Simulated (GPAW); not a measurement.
# Ballistic transport through a W chain with one Se atom in line, cheap and dear, part 2 of 2

Wanted: the zero-bias transmission of a W chain with one Se atom in line on a ladder of levels, with run times.

GPAW 26.7.0; GPAW LCAO, PAW setups; Landauer transmission from Green's functions with principal layers (ASE), zero bias.

So far, transmission at the Fermi level (one spin): step 2 (GPAW, dzp, PBE, GPAW) 1.75; step 3 (basis szp(dzp), PBE, GPAW) 1.76; step 4 (basis sz(dzp), PBE, GPAW) 1.61; step 5 (RPBE) 1.74.

## Step 8: Mixing 0.02, k-points along the lead 4

Mixing changes the road to self-consistency, not its end. The mixing history changes the road to self-consistency, not its end. The lead's own mesh along the current sets its density and potential; where the lead is aligned to the junction's end layer, a rigid shift drops out.

This step: GPAW LCAO, PAW setups; Landauer transmission from Green's functions with principal layers (ASE), zero bias (GPAW 26.7.0).

Input file run.py:

```python
import json
import numpy as np
from ase import Atoms
from ase.transport.calculators import TransportCalculator
from gpaw import GPAW, FermiDirac
from gpaw.lcao.tools import get_lcao_hamiltonian
from scipy.linalg import eigh

# The junction with lead layers at both ends, along the third cell vector
device = Atoms(
    ['W', 'W', 'W', 'W', 'W', 'W', 'W', 'Se', 'W', 'W', 'W', 'W', 'W', 'W', 'W'],
    positions=[
        [4.50000, 4.50000, 1.12500],
        [4.50000, 4.50000, 3.37500],
        [4.50000, 4.50000, 5.62500],
        [4.50000, 4.50000, 7.87500],
        [4.50000, 4.50000, 10.12500],
        [4.50000, 4.50000, 12.37500],
        [4.50000, 4.50000, 14.62500],
        [4.50000, 4.50000, 16.88290],
        [4.50000, 4.50000, 19.14080],
        [4.50000, 4.50000, 21.39080],
        [4.50000, 4.50000, 23.64080],
        [4.50000, 4.50000, 25.89080],
        [4.50000, 4.50000, 28.14080],
        [4.50000, 4.50000, 30.39080],
        [4.50000, 4.50000, 32.64080]],
    cell=[[9.0, 0.0, 0.0], [0.0, 9.0, 0.0], [0.0, 0.0, 33.7658]],
    pbc=True)

# One principal layer of the lead: the first 5 atoms of the device
lead = Atoms(
    ['W', 'W', 'W', 'W', 'W'],
    positions=[
        [4.50000, 4.50000, 1.12500],
        [4.50000, 4.50000, 3.37500],
        [4.50000, 4.50000, 5.62500],
        [4.50000, 4.50000, 7.87500],
        [4.50000, 4.50000, 10.12500]],
    cell=[[9.0, 0.0, 0.0], [0.0, 9.0, 0.0], [0.0, 0.0, 11.25]],
    pbc=True)

settings = dict(mode='lcao', basis='dzp', xc='PBE', h=0.2,
                occupations=FermiDirac(0.1), maxiter=250,
                mixer=dict(beta=0.02, nmaxold=5, weight=100.0),
                convergence=dict(density=0.0001))
energies = np.arange(-2, 2 + 1e-9, 0.05)
eta = 0.0001
n1, n2 = 1, 1
# k and -k transmit alike, so half of the mesh across the current serves
mesh = [(i, j) for i in range(n1) for j in range(n2) if (i, j) <= (-i % n1, -j % n2)]
weights = np.array([1 if (i, j) == (-i % n1, -j % n2) else 2 for i, j in mesh]) / (n1 * n2)

# [... helper functions left out ...]
fermi_lead = ground_state(lead, (1, 1, 4), 'lead.txt')
fermi_device = ground_state(device, (1, 1, 3), 'device.txt')
# [... loop over the mesh left out, but for ...]
        # Shift the lead onto the potential of the device's first layer
        shift = ((H[:, 0, 0] - H0[:, 0, 0]) / S0[0, 0]).real.mean()
# [...]
kT = 8.617333e-5 * 300
bias = [0.1, 0.2, 0.5, 1.0, 1.5, 2.0]
# [... integrals and printing left out ...]
```

Command:

```
OMP_NUM_THREADS=1 OPENBLAS_NUM_THREADS=1 python run.py
```

It took 3.1 min on 1 thread of Arm Neoverse V1, shared host; peak memory 1.2 GiB.

The run finished with changed settings (beta = 0.02, nmaxold = 5 and lead_nz = 4); it serves as a test.

Side by side:

```
                                           quantity  this run  sound run  difference
                                   conductance (G₀)    1.7499     1.7485     0.00147
largest coupling past the next principal layer (eV)  7.882e-6   7.883e-6    -8.8e-10
   largest misfit of the first principal layer (eV)  0.067084   0.059187     0.00790
                    shift that aligns the lead (eV)  0.042489   0.023686      0.0188
         transmission at the Fermi level (one spin)    1.7510     1.7496     0.00148
```

## Step 9: Density threshold 0.001, k-points along the lead 2

The Hamiltonian is taken from the last density. The density threshold is one of the tests that end the cycle; the energy must settle too, so a loose value may not be the test that decides. The lead's own mesh along the current sets its density and potential; where the lead is aligned to the junction's end layer, a rigid shift drops out.

run.py, as its differences from that of step 8:

```diff
@@ -44,4 +44,4 @@
                 occupations=FermiDirac(0.1), maxiter=250,
-                mixer=dict(beta=0.02, nmaxold=5, weight=100.0),
-                convergence=dict(density=0.0001))
+                mixer=dict(beta=0.1, nmaxold=8, weight=100.0),
+                convergence=dict(density=0.001))
 energies = np.arange(-2, 2 + 1e-9, 0.05)
@@ -54,3 +54,3 @@
 # [... helper functions left out ...]
-fermi_lead = ground_state(lead, (1, 1, 4), 'lead.txt')
+fermi_lead = ground_state(lead, (1, 1, 2), 'lead.txt')
 fermi_device = ground_state(device, (1, 1, 3), 'device.txt')
```

Run time: 2.4 min. Hardware: 1 thread; peak memory 1.3 GiB.

The run finished with changed settings (conv = 0.001 and lead_nz = 2); it serves as a test.

Side by side:

```
                                           quantity    this run  sound run  difference
                                   conductance (G₀)      1.7441     1.7485    -0.00437
largest coupling past the next principal layer (eV)    7.882e-6   7.883e-6    -7.1e-10
   largest misfit of the first principal layer (eV)     0.12064   0.059187      0.0615
                    shift that aligns the lead (eV)  -0.0077822   0.023686     -0.0315
         transmission at the Fermi level (one spin)      1.7454     1.7496    -0.00412
```

The two runs differ clearly in the largest misfit of the first principal layer: 0.121 eV against 0.0592 eV.

## Step 10: Summary of results

| Quantity | Value |
| --- | --- |
| conductance | 1.75 G₀ |
| transmission at the Fermi level, mean of the spins | 1.75 |

In words: In the dzp basis the junction conducts 1.75 G₀ at 300 K, with T = 1.75 a spin at the Fermi level; the sz basis reaches that conductance within 10 %. At the Fermi level the three most open eigenchannels pass 0.60, 0.60 and 0.53. Measured against the first run (dzp), the nearest curve is that of dzp-RPBE (r.m.s. 0.016) and the farthest that of sz (0.13). Over the compared runs wall time goes from 78 s (sz) to 182 s (dzp-RPBE), on a shared host. The geometry was built from estimated bond lengths and not relaxed, so the numbers describe this model structure. The run had no spin polarisation, so a magnetic state, which chains and small molecules with open shells often have, wasn't tested. Spin-orbit coupling is left out, which matters for the heavy atoms here. An evenly spaced straight chain is an idealisation: free chains tend to dimerise, zigzag or, where a band edge lies near the Fermi level, turn magnetic. The currents use the zero-bias T(E) throughout, which holds only while the bias is small against the distance to the nearest feature. The thermopower isn't quoted: it samples T(E) farther from the Fermi level than the conductance does, and the energy grid wasn't tested for it.

[Logs are printed without paths, hosts, clocks, repeated set-up lines and the standing remarks that a program may print on its own settings, such as how far it seeks lower states.]

[Hosts, paths, dates, database ids (printed as entryN), source tags and the programs' standing remarks are cut or masked in the printed files.]
